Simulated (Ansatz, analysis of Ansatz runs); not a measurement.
# Monovacancy in Pd: vacancy formation against experiment

Aim: the vacancy formation of the monovacancy in Pd, to be set beside the measurement. Set-up: PBEsol, 64-site cell, PBEsol lattice, 420 eV, k: 3x3x3 Gamma-centred. The model is a cell of 64 host atoms with 1 Pd taken out. The formation energy is the energy of the cell with the vacancy less that of the same number of atoms in the perfect cell. A local or semilocal functional is the cheapest first rung.

Measured beforehand: Vacancy formation energy: 1.7 eV (quoted in “Nonuniversal structure of point defects in face-centered cubic metals”, 2021, Pui-Wai Ma and S. L. Dudarev, quoting earlier work (1991)). Vacancy formation energy: 1.85 eV (quoted in “Nonuniversal structure of point defects in face-centered cubic metals”, 2021, Pui-Wai Ma and S. L. Dudarev, quoting earlier work (1991)). The runs below try to reproduce this.

Method: plane-wave PAW DFT, PBEsol; relaxation of all atoms of a defect supercell, in Ansatz 0.2.0.

### 1. The structure

The cell holds 63 atoms: 63 Pd. Cell: a = 10.958 Å, b = 10.958 Å, c = 10.958 Å, α = 60.0°, β = 60.0°, γ = 60.0°. It derives from Pd (space group Fm-3m). Nearest the centre at fractional (0.500, 0.500, 0.500): Pd43 at 2.74 Å, Pd58 at 2.74 Å, Pd46 at 2.74 Å, Pd28 at 2.74 Å, Pd40 at 2.74 Å, Pd31 at 2.74 Å, Pd57 at 2.74 Å, Pd54 at 2.74 Å.

The host's primitive cell comes from a first run (plane-wave PAW DFT, PBEsol; relaxation of the host's cell and atoms): vectors of 2.740, 2.740 and 2.740 Å. That is 14.54 Å³ an atom, 1.4 % under the diffraction cell's volume. The supercell is built on it.

### 2. Relaxation, charge 0

Every later number rests on the structure around the defect, so the atoms are relaxed at the host's lattice first.

Input file relax/input.yaml:

```yaml
relax:
  f_tol: 0.02
  max_steps: 80
  escape_saddle: false
crystal:
  lattice:
    - [0.0, 7.74854659, 7.74854659]
    - [7.74854659, 0.0, 7.74854659]
    - [7.74854659, 7.74854659, 0.0]
  atoms:
    - { symbol: Pd, position: [0.0, 0.0, 0.0] }
    - { symbol: Pd, position: [0.0, 0.0, 0.25] }
    - { symbol: Pd, position: [0.0, 0.0, 0.5] }
    - { symbol: Pd, position: [0.0, 0.0, 0.75] }
    - { symbol: Pd, position: [0.0, 0.25, 0.0] }
    - { symbol: Pd, position: [0.0, 0.25, 0.25] }
    - { symbol: Pd, position: [0.0, 0.25, 0.5] }
    - { symbol: Pd, position: [0.0, 0.25, 0.75] }
    - { symbol: Pd, position: [0.0, 0.5, 0.0] }
    - { symbol: Pd, position: [0.0, 0.5, 0.25] }
    - { symbol: Pd, position: [0.0, 0.5, 0.5] }
    - { symbol: Pd, position: [0.0, 0.5, 0.75] }
    - { symbol: Pd, position: [0.0, 0.75, 0.0] }
    - { symbol: Pd, position: [0.0, 0.75, 0.25] }
    - { symbol: Pd, position: [0.0, 0.75, 0.5] }
    - { symbol: Pd, position: [0.0, 0.75, 0.75] }
    - { symbol: Pd, position: [0.25, 0.0, 0.0] }
    - { symbol: Pd, position: [0.25, 0.0, 0.25] }
    - { symbol: Pd, position: [0.25, 0.0, 0.5] }
    - { symbol: Pd, position: [0.25, 0.0, 0.75] }
    - { symbol: Pd, position: [0.25, 0.25, 0.0] }
    - { symbol: Pd, position: [0.25, 0.25, 0.25] }
    - { symbol: Pd, position: [0.25, 0.25, 0.5] }
    - { symbol: Pd, position: [0.25, 0.25, 0.75] }
    - { symbol: Pd, position: [0.25, 0.5, 0.0] }
    - { symbol: Pd, position: [0.25, 0.5, 0.25] }
    - { symbol: Pd, position: [0.25, 0.5, 0.5] }
    - { symbol: Pd, position: [0.25, 0.5, 0.75] }
    - { symbol: Pd, position: [0.25, 0.75, 0.0] }
    - { symbol: Pd, position: [0.25, 0.75, 0.25] }
    - { symbol: Pd, position: [0.25, 0.75, 0.5] }
    - { symbol: Pd, position: [0.25, 0.75, 0.75] }
    - { symbol: Pd, position: [0.5, 0.0, 0.0] }
    - { symbol: Pd, position: [0.5, 0.0, 0.25] }
    - { symbol: Pd, position: [0.5, 0.0, 0.5] }
    - { symbol: Pd, position: [0.5, 0.0, 0.75] }
    - { symbol: Pd, position: [0.5, 0.25, 0.0] }
    - { symbol: Pd, position: [0.5, 0.25, 0.25] }
    - { symbol: Pd, position: [0.5, 0.25, 0.5] }
    - { symbol: Pd, position: [0.5, 0.25, 0.75] }
    - { symbol: Pd, position: [0.5, 0.5, 0.0] }
    - { symbol: Pd, position: [0.5, 0.5, 0.25] }
    - { symbol: Pd, position: [0.5, 0.5, 0.75] }
    - { symbol: Pd, position: [0.5, 0.75, 0.0] }
    - { symbol: Pd, position: [0.5, 0.75, 0.25] }
    - { symbol: Pd, position: [0.5, 0.75, 0.5] }
    - { symbol: Pd, position: [0.5, 0.75, 0.75] }
    - { symbol: Pd, position: [0.75, 0.0, 0.0] }
    - { symbol: Pd, position: [0.75, 0.0, 0.25] }
    - { symbol: Pd, position: [0.75, 0.0, 0.5] }
    - { symbol: Pd, position: [0.75, 0.0, 0.75] }
    - { symbol: Pd, position: [0.75, 0.25, 0.0] }
    - { symbol: Pd, position: [0.75, 0.25, 0.25] }
    - { symbol: Pd, position: [0.75, 0.25, 0.5] }
    - { symbol: Pd, position: [0.75, 0.25, 0.75] }
    - { symbol: Pd, position: [0.75, 0.5, 0.0] }
    - { symbol: Pd, position: [0.75, 0.5, 0.25] }
    - { symbol: Pd, position: [0.75, 0.5, 0.5] }
    - { symbol: Pd, position: [0.75, 0.5, 0.75] }
    - { symbol: Pd, position: [0.75, 0.75, 0.0] }
    - { symbol: Pd, position: [0.75, 0.75, 0.25] }
    - { symbol: Pd, position: [0.75, 0.75, 0.5] }
    - { symbol: Pd, position: [0.75, 0.75, 0.75] }
basis:
  ecutwfc: 420
  xc_grid: 2
hamiltonian:
  xc: pbesol
kpoints:
  mp_grid: { grid: [3, 3, 3] }
scf:
  occupations: { method: methfessel_paxton, width: 0.1 }
  max_iter: 120
output:
  forces: true
checkpoint:
  write: "../relax.run"
  compress: false
  write_wavefunctions: true
  write_every: 100000
```

Run with:

```console
$ ansatz run input.yaml --threads 4 --pin off --max-ram 14131MiB --backend cpu --events-out ev --progress --plain --runs-dir out
```

Numbers of over 12 decimals in the logs are rounded to 6 here.

Output:

```text
[... repeated set-up lines and file paths are left out, and long positions are rounded to six places ...]
Engine: ansatz 0.2.0, aarch64-unknown-linux-gnu
Pseudopotentials: kind: paw
Pseudopotential: Pd, paw, valence charge 18, recommended cutoff 420 eV (normal), Pd.paw.azcp
Functional definition: PBEsol
  exchange = pbesol_x
  correlation = pbesol_c
Crystal: 63 atoms, lattice volume = 930.445 Å³
Basis set: ecut = 420 eV, 18149 PW (Γ), exchange–correlation on 150×150×150 points (8 copies of the dense FFT grid, shifted against one another)
Bands: 681, of which v1, the nominal top of the filled ones, is band 567 counted from 1 (566 counted from 0)
Symmetry: 48 space group operations
Space group: Fm-3m (ITA 225), of the structure as read, at distance tolerance 9.8e-5 Å
k-points: 4 of 27
Non-local potential: Pd, projectors of the file, l = 0: 2, l = 1: 2, l = 2: 2, l = 3: 1
PAW form: soft (Blöchl's): semilocal exchange-correlation on the pseudo side does not see the compensation charge
PAW frozen core: Pd, regenerated for the run's functional, and the local potential with it (the file was generated under x = pbe(κ = 0.804, μ = 0.219515), c = pbe(β = 0.066725))
PAW one-centre angular grid: Pd, 590 points (default); XC on 64 Gauss nodes
Initial density: superposition of atomic densities (neutral atoms: chi_scale 0, normalization atom), corrected by the library's trained network
Initial wavefunctions: pseudopotential atomic-orbital guess
Functional: x = pbesol(κ = 0.804, μ = 0.123457), c = pbesol(β = 0.046)
SCF iter   1: F=—  HF=-435117.664312 eV  |F-HF|=—  |Δ(HF+E_count)|=         —  Δρ=1.24e-2  dr2=1.26e0  ethr=1.77e-3  ⟨swp⟩=5.0  Hψ=9370  notcnv=0  defer=184
preconditioner: auto → Kerker (q_TF=auto, 2.820 Å⁻¹)  [metal: Δε(μ)=0.008 eV  Ē_g=8.513 eV  σ=0.100 eV  W_gap=0.07  n_scr=338 (ndim 8)  ℏωp=30.6 eV  f_vac=0.006  D(μ)=177.07/eV (n_scr^D=3142)]
SCF iter   2: F=—  HF=-435117.414017 eV  |F-HF|=—  |Δ(HF+E_count)|=   2.50e-1  S|Δr|=    0.00e0  Δρ=4.88e-3  dr2=2.12e-1  ethr=1.11e-4  ⟨swp⟩=2.0  Hψ=4391  notcnv=0  defer=233
SCF iter   3: F=—  HF=-435117.371999 eV  |F-HF|=—  |Δ(HF+E_count)|=   4.20e-2  S|Δr|=    0.00e0  Δρ=8.07e-4  dr2=1.21e-2  ethr=1.87e-5  ⟨swp⟩=2.0  Hψ=3524  notcnv=0  defer=233
SCF iter   4: F=—  HF=-435117.371589 eV  |F-HF|=—  |Δ(HF+E_count)|=   4.10e-4  S|Δr|=    0.00e0  Δρ=2.10e-4  dr2=2.76e-3  ethr=1.06e-6  ⟨swp⟩=1.8  Hψ=2679  notcnv=0  defer=233
SCF iter   5: F=—  HF=-435117.370246 eV  |F-HF|=—  |Δ(HF+E_count)|=   1.34e-3  S|Δr|=    0.00e0  Δρ=1.11e-4  dr2=3.56e-4  ethr=2.43e-7  ⟨swp⟩=2.0  Hψ=3301  notcnv=0  defer=233
SCF iter   6: F=—  HF=-435117.370232 eV  |F-HF|=—  |Δ(HF+E_count)|=   1.46e-5  S|Δr|=    0.00e0  Δρ=5.73e-5  dr2=6.85e-5  ethr=3.14e-8  ⟨swp⟩=2.0  Hψ=3415  notcnv=0  defer=233
SCF iter   7: F=-435117.370225 eV  HF=-435117.370228 eV  |F-HF|=3.04e-6  |Δ(HF+E_count)|=   3.14e-6  S|Δr|=    0.00e0  Δρ=1.90e-5  dr2=5.89e-6  ethr=8.82e-10  ⟨swp⟩=2.0  Hψ=8007  notcnv=0
SCF 1 converged in 7 iterations: F = -435117.370225 eV  dr2 = 5.89e-6
  greatest PAW one-centre occupation: 0.999 electrons in one spin orbital (limit 2), on the Pd atom at site 40 (counted from 0), in its partial waves of l = 0
relax step   1: F+E_penalty+E_count = -435117.37022538 eV  Δ(F+E_penalty+E_count) = +0.000e0 eV  max|allowed force component| = 3.090e-1 eV/Å  Δτ_max = 0.0000 Å  (7 SCF iters, dr2 threshold 1.00e-5 eV, accepted)
[... the SCF cycles and remarks between the steps are left out from here to the last step ...]
relax step   2: F+E_penalty+E_count = -435117.51778361 eV  Δ(F+E_penalty+E_count) = -1.476e-1 eV  max|allowed force component| = 1.147e-1 eV/Å  Δτ_max = 0.0606 Å  (7 SCF iters, dr2 threshold 5.97e-6 eV, accepted)
relax step   3: F+E_penalty+E_count = -435117.52438279 eV  Δ(F+E_penalty+E_count) = -6.599e-3 eV  max|allowed force component| = 4.016e-3 eV/Å  Δτ_max = 0.0107 Å  (6 SCF iters, dr2 threshold 8.22e-7 eV, accepted)
iter 1 solved again at ethr=6.35e-11 eV; its pass at ethr=3.10e-3 eV (dr2=7.20e-7 eV) is discarded
SCF iter   1: F=—  HF=-435117.524384 eV  |F-HF|=—  |Δ(HF+E_count)|=         —  Δρ=3.35e-6  dr2=7.17e-7  ethr=6.35e-11  ⟨swp⟩=1.0  Hψ=7534  notcnv=0  defer=277
SCF iter   2: F=—  HF=-435117.524383 eV  |F-HF|=—  |Δ(HF+E_count)|=   8.00e-7  S|Δr|=    0.00e0  Δρ=2.34e-6  dr2=4.52e-7  ethr=6.33e-11  ⟨swp⟩=1.0  Hψ=2352  notcnv=0  defer=277
SCF iter   3: F=-435117.524383 eV  HF=-435117.524383 eV  |F-HF|=6.75e-9  |Δ(HF+E_count)|=   3.18e-8  S|Δr|=    0.00e0  Δρ=5.52e-7  dr2=9.30e-9  ethr=8.82e-12  ⟨swp⟩=2.0  Hψ=7563  notcnv=0
SCF 4 converged in 3 iterations: F = -435117.524383 eV  dr2 = 9.30e-9
relax step   4: F+E_penalty+E_count = -435117.52438339 eV  Δ(F+E_penalty+E_count) = -6.072e-7 eV  max|allowed force component| = 4.027e-3 eV/Å  Δτ_max = 0.0000 Å  (3 SCF iters, accepted)
NSCF: frozen V_eff on 4 k-points
the band table was solved once a step of the walk had ended and its energy, with any forces and stress, was formed, with the checks that follow a solve (8336 applications of the Hamiltonian). They found nothing against the state; [...]
SCF converged after 3 iterations
Stability not checked: this state was not tested for a lower state beside it, because cold or Methfessel-Paxton smearing, or corrected tetrahedra, fill the levels in a way that the test cannot read (fill_not_monotonic; see scf.lower_state_search)
Free energy (F): -435117.524383 eV
Harris-Foulkes:  -435117.524383 eV  (|F-HF|=6.75e-9)
Internal energy: -435117.424709 eV  (E = F + TS)
E sigma→0 (E₀):  -435117.499465 eV
Entropy (-TS):   -0.099674 eV (-1.582 meV/atom)
Fermi energy:    19.596790 eV
Step filling:    the computed levels leave a gap of 0.0006 eV = 0.0 smearing widths at the electron count; against every level under it full and every level over it empty, smearing changes F+E_penalty+E_count by -62.837 meV and its σ→0 estimate by -37.919 meV
--- Per-component energies (eV) ---
  E_band       = -8843.696230
  E_kinetic    = 32343.951086
  E_local      = -111841.506857  (includes V_loc(G=0)·N_el)
  E_nonlocal   = 13804.378611
  E_hartree    = 45455.557306
  E_xc         = -10567.624180
  E_vxc        = -13308.802285  (∫ρ·V_xc dr)
  E_paw        = -232136.282467  (= ΣΔE_a)
  E_vpaw       = -20752.850926  (= ΣTr[D̂ρ^β])
  E_aug_tail   = 0.015002  (compensation charges beyond the density's cutoff)
  E_ewald      = -172194.972229
  E_core_change = 19.059018  (= ΣΔE_core)
  E_smearing   = -0.099674  (= −TS)
  E_closure    = -0.000000  (closes the sum)
  Σ components = -435117.524383   (vs F -435117.524383, Δ=0.00e0)
--- Forces (eV/Å), atoms counted from 1 ---
  atom   1  Pd     0.00000000    -0.00000000    -0.00000000
  atom   2  Pd     0.00402660     0.00402660    -0.00000000
  [... 28 atoms left out ...]
  atom  31  Pd    -0.00054892     0.00054892    -0.00000000
  [... 7 atoms left out ...]
  atom  39  Pd     0.00054892    -0.00000000     0.00054892
  atom  40  Pd    -0.00000000    -0.00054892     0.00054892
  [... 1 atom left out ...]
  atom  42  Pd     0.00054892     0.00054892     0.00000000
  atom  43  Pd    -0.00054892    -0.00054892    -0.00000000
  [... 1 atom left out ...]
  atom  45  Pd     0.00000000     0.00054892    -0.00054892
  atom  46  Pd    -0.00054892     0.00000000    -0.00054892
  [... 7 atoms left out ...]
  atom  54  Pd     0.00054892    -0.00054892     0.00000000
  [... 2 atoms left out ...]
  atom  57  Pd     0.00054892    -0.00000000    -0.00054892
  atom  58  Pd    -0.00000000    -0.00054892    -0.00054892
  [... 5 atoms left out ...]
  max |Σ_I F_I| component: 2.75e-18 eV/Å
--- Band table (eV) ---
  k-point 0: bands = ["-64.5033", "-64.4827", "-64.4768", "-64.4768", [... 673 left out ...] "31.3430", "31.3430", "31.3430", "32.1730"]
  k-point 1: bands = ["-64.5020", "-64.4843", "-64.4784", "-64.4768", [... 673 left out ...] "31.2076", "31.2076", "31.2311", "31.2372"]
  [... further k-points left out ...]
--- Relaxed structure (4 steps of the walk, 4 accepted, 0 SCFs on fresh bases) ---
  F+E_penalty+E_count = -435117.52438339 eV   max|allowed force component| = 4.027e-3 eV/Å
  atoms:
    - { symbol: Pd, position: [0, 0, 0] }
    - { symbol: Pd, position: [0, 0, 0.250182] }
    [... 28 atoms left out ...]
    - { symbol: Pd, position: [0.254909, 0.745091, 0.500000] }
    [... 7 atoms left out ...]
    - { symbol: Pd, position: [0.500000, 0.254909, 0.500000] }
    - { symbol: Pd, position: [0.500000, 0.254909, 0.745091] }
    [... 1 atom left out ...]
    - { symbol: Pd, position: [0.500000, 0.500000, 0.254909] }
    - { symbol: Pd, position: [0.500000, 0.500000, 0.745091] }
    [... 1 atom left out ...]
    - { symbol: Pd, position: [0.500000, 0.745091, 0.254909] }
    - { symbol: Pd, position: [0.500000, 0.745091, 0.500000] }
    [... 7 atoms left out ...]
    - { symbol: Pd, position: [0.745091, 0.254909, 0.500000] }
    [... 2 atoms left out ...]
    - { symbol: Pd, position: [0.745091, 0.500000, 0.254909] }
    - { symbol: Pd, position: [0.745091, 0.500000, 0.500000] }
    [... 5 atoms left out ...]
```

Elapsed: 4.4 min, on 4 threads of Arm Neoverse V1, shared host; peak memory 11 GiB.

Relaxation path:

```csv
step,energy less that of the first step (eV),largest force component (eV/Å)
1,0.0000,0.3090
2,-0.1476,0.1147
3,-0.1542,0.0040
4,-0.1542,0.0040
```

The run keeps the 48 symmetry operations that it works with, so distortions that break them were not tested.

The atoms that moved most (Å):

```csv
atom,dx,dy,dz,length
Pd27,0.000,0.038,0.038,0.054
Pd39,0.038,0.000,0.038,0.054
Pd42,0.038,0.038,0.000,0.054
Pd31,-0.038,0.038,0.000,0.054
Pd54,0.038,-0.038,0.000,0.054
Pd45,0.000,0.038,-0.038,0.054
Pd57,0.038,0.000,-0.038,0.054
Pd28,-0.038,0.000,0.038,0.054
```

The atoms nearest to the centre after the run:

```csv
atom,distance (Å)
Pd27,2.686
Pd39,2.686
Pd42,2.686
Pd31,2.686
Pd54,2.686
Pd45,2.686
Pd57,2.686
Pd28,2.686
Pd40,2.686
Pd43,2.686
Pd46,2.686
Pd58,2.686
```

Read from the output:

- free energy: -435117.5244 eV
- smearing term TS: 0.09967 eV

The relaxation ends 2.4 meV an atom lower, with a largest force component of 0.0040 eV/Å.

### 3. Defect-free supercell

The perfect cell is run with the same cutoff and k-points as the defect cell, so that sampling errors largely cancel in the difference.

This step: plane-wave PAW DFT, PBEsol; single point of the defect-free supercell.

System of this step: The cell holds 64 atoms: 64 Pd. Cell: a = 10.958 Å, b = 10.958 Å, c = 10.958 Å, α = 60.0°, β = 60.0°, γ = 60.0°.

Input file host/input.yaml:

```yaml
crystal:
  lattice:
    - [0.0, 7.7485465907, 7.7485465907]
    - [7.7485465907, 0.0, 7.7485465907]
    - [7.7485465907, 7.7485465907, 0.0]
  atoms:
    - { symbol: Pd, position: [0.0, 0.0, 0.0] }
    - { symbol: Pd, position: [0.0, 0.0, 0.25] }
    - { symbol: Pd, position: [0.0, 0.0, 0.5] }
    - { symbol: Pd, position: [0.0, 0.0, 0.75] }
    - { symbol: Pd, position: [0.0, 0.25, 0.0] }
    - { symbol: Pd, position: [0.0, 0.25, 0.25] }
    - { symbol: Pd, position: [0.0, 0.25, 0.5] }
    - { symbol: Pd, position: [0.0, 0.25, 0.75] }
[... 50 atom lines left out ...]
    - { symbol: Pd, position: [0.75, 0.5, 0.5] }
    - { symbol: Pd, position: [0.75, 0.5, 0.75] }
    - { symbol: Pd, position: [0.75, 0.75, 0.0] }
    - { symbol: Pd, position: [0.75, 0.75, 0.25] }
    - { symbol: Pd, position: [0.75, 0.75, 0.5] }
    - { symbol: Pd, position: [0.75, 0.75, 0.75] }
basis:
  ecutwfc: 420
  xc_grid: 2
hamiltonian:
  xc: pbesol
kpoints:
  mp_grid: { grid: [3, 3, 3] }
scf:
  occupations: { method: methfessel_paxton, width: 0.1 }
  max_iter: 120
output:
  forces: true
```

Output:

```text
[...]
Crystal: 64 atoms, lattice volume = 930.445 Å³
Basis set: ecut = 420 eV, 18149 PW (Γ), exchange–correlation on 150×150×150 points (8 copies of the dense FFT grid, shifted against one another)
Bands: 640, of which v1, the nominal top of the filled ones, is band 576 counted from 1 (575 counted from 0)
Symmetry: 3072 space group operations
[...]
k-points: 4 of 27
[...]
SCF iter   1: F=—  HF=-442025.957348 eV  |F-HF|=—  |Δ(HF+E_count)|=         —  Δρ=1.15e-2  dr2=9.95e-1  ethr=1.77e-3  ⟨swp⟩=5.0  Hψ=8746  notcnv=0  defer=37
[...]
SCF iter   6: F=-442025.679206 eV  HF=-442025.679206 eV  |F-HF|=3.73e-8  |Δ(HF+E_count)|=   3.40e-7  S|Δr|=    0.00e0  Δρ=5.08e-6  dr2=1.87e-7  ethr=8.08e-11  ⟨swp⟩=3.0  Hψ=7174  notcnv=0
SCF 1 converged in 6 iterations: F = -442025.679206 eV  dr2 = 1.87e-7
[...]
SCF converged after 6 iterations
[...]
Free energy (F): -442025.679206 eV
[...]
Internal energy: -442025.548288 eV  (E = F + TS)
E sigma→0 (E₀):  -442025.646477 eV
Entropy (-TS):   -0.130918 eV (-2.046 meV/atom)
Fermi energy:    19.999262 eV
[...]
```

Wall time 53 s (4 threads); peak memory 8.1 GiB.

Read from the output:

```
free energy      : -442025.6792 eV
smearing term TS : 0.1309 eV
```

### 4. Outcome

- energy gained by relaxing the atoms: 0.15 eV
- vacancy formation energy at fixed volume, 0 K: 1.50 eV
- time of the whole chain: 5.3 min on 4 threads

Vacancy formation energy: computed 1.50 eV, measured 1.7 eV and 1.85 eV; 0.20 eV below the nearest measurement. The calculation is for 0 K; measured enthalpies come from near the melting point and hold vibrational and anharmonic parts. Semilocal functionals misjudge the energy of a vacancy's internal surface; LDA and PBEsol usually give larger values than PBE.

[Logs are printed without paths, hosts, clocks, repeated set-up lines and the standing remarks that a program may print on its own settings, such as how far it seeks lower states.]

[Hosts, paths, dates, database ids (printed as entryN), source tags and the programs' standing remarks are cut or masked in the printed files.]

[For some hosts the program warned that the k-mesh of the response run may be too coarse for force constants and the static dielectric constant; such warnings are not shown here.]
